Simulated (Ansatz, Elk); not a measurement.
## Bonding as seen by X-rays: VHgPd5

Structure refinements treat a crystal as free atoms side by side. For a made-up structure of VHgPd5 (cell and positions from a PBE relaxation) the runs below show what the calculated density changes in F(hkl).

Calculated with Elk 11.2.3 (patched build); DFT, PBE, all-electron APW+lo, Dirac cores, scalar-relativistic bands, static density, no spin.

This account leaves out most program logs.

The structure was built from a prototype and need not be the compound's stable phase.

## Step 1: The structure

Symmetry: P4/mmm, No. 123, tetragonal system. Conventional cell: a = 4.026 Å, b = 4.026 Å, c = 7.187 Å, α = 90.00°, β = 90.00°, γ = 90.00°. Nearest to Hg lie 12 Pd at 2.85 to 2.91 Å. Nearest to Pd lie 2 V at 2.51 Å and 6 Pd at 2.85 to 2.91 Å and 2 Hg at 2.91 Å. Nearest to Pd lie 4 Hg at 2.85 Å and 8 Pd at 2.91 Å. V has 8 Pd at 2.51 Å nearest. Farther neighbours are not listed.

## Step 2: Ground state and structure factors

An all-electron density is needed, since X-rays see the cores too. Task 0 finds the density and task 195 Fourier-transforms it; tshift is off so that phases refer to the origin typed.

elk.in reads:

```
tasks
  0
  195

xctype
  20

spinpol
  .false.

rgkmax
  7.0

gmaxvr
  14.0

lmaxo
  7

lmaxapw
  8

swidth
  0.002

tshift
  .false.

ramdisk
  .false.

hmaxvr
  5.5

maxscl
  120

epspot
  1e-06

sppath
  './'

avec
  7.60782541699 0.00000000000 0.00000000000
  0.00000000000 7.60782541699 0.00000000000
  0.00000000000 0.00000000000 13.58169160805

atoms
  3
  'Hg.in'
  1
  0.5000000000 0.5000000000 0.0000000000   0.000000 0.000000 0.000000
  'Pd.in'
  5
  -0.0000000000 0.5000000000 0.2922419447   0.000000 0.000000 0.000000
  0.5000000000 0.0000000000 0.2922419447   0.000000 0.000000 0.000000
  -0.0000000000 0.5000000000 0.7077580553   0.000000 0.000000 0.000000
  0.5000000000 -0.0000000000 0.7077580553   0.000000 0.000000 0.000000
  -0.0000000000 -0.0000000000 0.0000000000   0.000000 0.000000 0.000000
  'V.in'
  1
  0.0000000000 -0.0000000000 0.5000000000   0.000000 0.000000 0.000000

ngridk
  6 6 3
```

On the command line:

```sh
OMP_NUM_THREADS=4 elk
```

Wall time 61 s (4 threads of Arm Neoverse V2, shared host); peak memory 0.31 GiB.

SFACRHO.OUT:

```text

h k l indices transformed by vhmat matrix:
   1.000000000       0.000000000       0.000000000    
   0.000000000       1.000000000       0.000000000    
   0.000000000       0.000000000       1.000000000    

      h      k      l  multipl.   |H|            Re(F)            Im(F)           |F|

      0      0      0      1   0.0000000       333.00000     -0.76592706E-16   333.00000    
      0      0     -1      2  0.46262170       53.930975     -0.25027794E-14   53.930975    
      1      0      0      4  0.82588453      -12.806256      0.18561154E-13   12.806256    
      0      0      2      2  0.92524341      -7.4950993     -0.97533494E-14   7.4950993    
      1      0     -1      8  0.94662775      -51.112425      0.86084771E-14   51.112425    
     -1     -1      0      4   1.1679771      -27.540981     -0.15156894E-14   27.540981    
      0     -1      2      8   1.2402260      -13.927173      0.40584246E-14   13.927173    
      1      1      1      8   1.2562601       128.72693     -0.87517607E-14   128.72693    
      0      0     -3      2   1.3878651       191.32836     -0.62338407E-14   191.32836    
      1      1      2      8   1.4900489       240.00260     -0.52957337E-13   240.00260    
      0     -1     -3      8   1.6150092      -45.402431     -0.30394831E-13   45.402431    
      0      2      0      4   1.6517691       250.07678     -0.32494752E-13   250.07678    
      0      2      1      8   1.7153308       46.571502     -0.14483534E-13   46.571502    
      1      1     -3      8   1.8139295      -13.481581      0.10861291E-13   13.481581    
     -2     -1      0      8   1.8467339      -14.714442     -0.14703683E-13   14.714442    
      0      0      4      2   1.8504868       172.08197     -0.68922203E-14   172.08197    
     -2      0     -2      8   1.8932555      -3.2666841      0.25327105E-13   3.2666841    
      2     -1      1     16   1.9037976      -43.189904     -0.20047646E-13   43.189904
```

Elk indexes on the primitive cell of elk.in and gives |H| = 4π sin θ/λ in inverse bohr. Below, one row stands for each form hkl of the conventional cell (m members, Friedel mates merged), F is for one primitive cell and the density is static (no thermal factor). Free-atom factors are Waasmaier and Kirfel's, and R is Σm||F|−|F'||/Σm|F|.

```
hkl  m  sin θ/λ (Å⁻¹)  abs F, DFT  neutral atoms   diff.
001  2          0.070      53.931         54.184  -0.253
100  4          0.124      12.806         12.807  -0.000
002  2          0.139       7.495          8.338  -0.843
101  8          0.142      51.112         50.928  +0.184
110  4          0.176      27.541         28.470  -0.929
102  8          0.186      13.927         13.624  +0.303
111  8          0.189     128.727        129.386  -0.659
003  2          0.209     191.328        192.359  -1.031
112  8          0.224     240.003        241.636  -1.633
103  8          0.243      45.402         45.563  -0.160
200  4          0.248     250.077        251.484  -1.407
201  8          0.258      46.572         46.496  +0.075
113  8          0.273      13.482         13.874  -0.392
210  8          0.278      14.714         14.499  +0.215
```

## Step 3: The highest occupied states alone

An energy window below the Fermi level keeps the highest occupied states, to see at which angles they scatter; shallow core shells can lie inside it and anion s states outside. No new self-consistency is needed.

elk.in: that of step 2 with these lines changed.

```diff
@@ -1,3 +1,2 @@
 tasks
-  0
   195
@@ -40,2 +39,5 @@
 
+wsfac
+  -0.163370 0.577620
+
 sppath
```

On the command line:

```sh
OMP_NUM_THREADS=4 elk
```

Elapsed: 17 s, on 4 threads; peak memory 0.2 GiB; 23 s of CPU time.

States within 12 eV below the Fermi level hold 67.00 electrons; any levels below the window count with the cores. Their amplitudes can exceed the total, where window and core parts have opposite phase:

```
hkl  sin θ/λ (Å⁻¹)  abs F, window  abs F, all
001          0.070          5.960      53.931
100          0.124          1.695      12.806
002          0.139          5.658       7.495
101          0.142          3.285      51.112
110          0.176          7.460      27.541
102          0.186          1.048      13.927
111          0.189         12.901     128.727
003          0.209         18.240     191.328
112          0.224         20.335     240.003
103          0.243          1.124      45.402
```

## Step 4: Another functional

The difference from free atoms is small, so it is set against the change that LDA (Perdew-Wang) makes.

elk.in: that of step 3 with these lines changed.

```diff
@@ -1,2 +1,3 @@
 tasks
+  0
   195
@@ -4,3 +5,3 @@
 xctype
-  20
+  3
 
@@ -39,5 +40,2 @@
 
-wsfac
-  -0.163370 0.577620
-
 sppath
```

On the command line:

```sh
OMP_NUM_THREADS=4 elk
```

It took 35 s on 4 threads; peak memory 0.21 GiB; 1.8 min of CPU time.

Against the first run R = 0.02 %; the largest change is -0.097 at 200.

## Step 5: Basis size

The basis and the expansions that go with it are enlarged, to see whether the differences are converged.

elk.in: that of step 4 with these lines changed.

```diff
@@ -5,3 +5,3 @@
 xctype
-  3
+  20
 
@@ -11,12 +11,12 @@
 rgkmax
-  7.0
+  8.5
 
 gmaxvr
-  14.0
+  18.0
 
 lmaxo
-  7
+  9
 
 lmaxapw
-  8
+  10
```

On the command line:

```sh
OMP_NUM_THREADS=4 elk
```

Run time: 2.3 min. Hardware: 4 threads; peak memory 0.57 GiB; 6.9 min of CPU time.

Against the first run R = 0.01 %; the largest change is -0.043 at 312.

## Step 6: Settings against the effect

```csv
run,R against the first run (%),"R against neutral atoms, low angle (%)",wall time
"PBE, rgkmax 7",0.00,0.68,61 s
LDA (Perdew-Wang),0.02,0.71,35 s
rgkmax 8.5 with larger expansions,0.01,0.66,2.3 min
```

## Step 7: What came out

```json
{
  "R against neutral atoms, sin θ/λ < 0.3 Å⁻¹": "0.68 %",
  "R against neutral atoms, 0.3 to 0.73 Å⁻¹": "0.28 %"
}
```

**Reading.** Independent neutral atoms miss the calculated amplitudes by R = 0.68 % below 0.3 Å⁻¹ and 0.28 % from there to 0.73 Å⁻¹; by shells, 0.63 % below 0.15 Å⁻¹ (4 forms), 0.68 % 0.15 to 0.3 (13 forms), 0.36 % 0.3 to 0.45 (28 forms), 0.25 % above 0.45 (104 forms). Bonding, aspherical density and the tables' own atoms all enter these figures, and the runs don't part them. The largest change of an amplitude is -1.63 electrons, at 112. Weak lines can change much in proportion: 222 goes from 1.47 to 1.77. The window's part falls from 67.0 electrons at the origin to at most 1.06 between 0.45 and 0.73 Å⁻¹, where compact states inside the window still scatter. Below 0.3 Å⁻¹ the changes that finished (LDA (Perdew-Wang) and rgkmax 8.5 with larger expansions) move F by R = 0.04 % at most, against the 0.68 % that separates it from free atoms. The k-mesh has no finished test. These runs have no spin, though d or f shells may be open. Spin-orbit coupling is left out, which can matter for elements this heavy. Part of the difference isn't bonding: the tables are fits to free atoms and ions calculated by other methods than this functional. Thermal motion, anomalous dispersion and extinction are left out.

[Logs are printed without paths, hosts, clocks, repeated set-up lines and the standing remarks that a program may print on its own settings, such as how far it seeks lower states.]

[Hosts, paths, dates, database ids (printed as entryN), source tags and the programs' standing remarks are cut or masked in the printed files.]
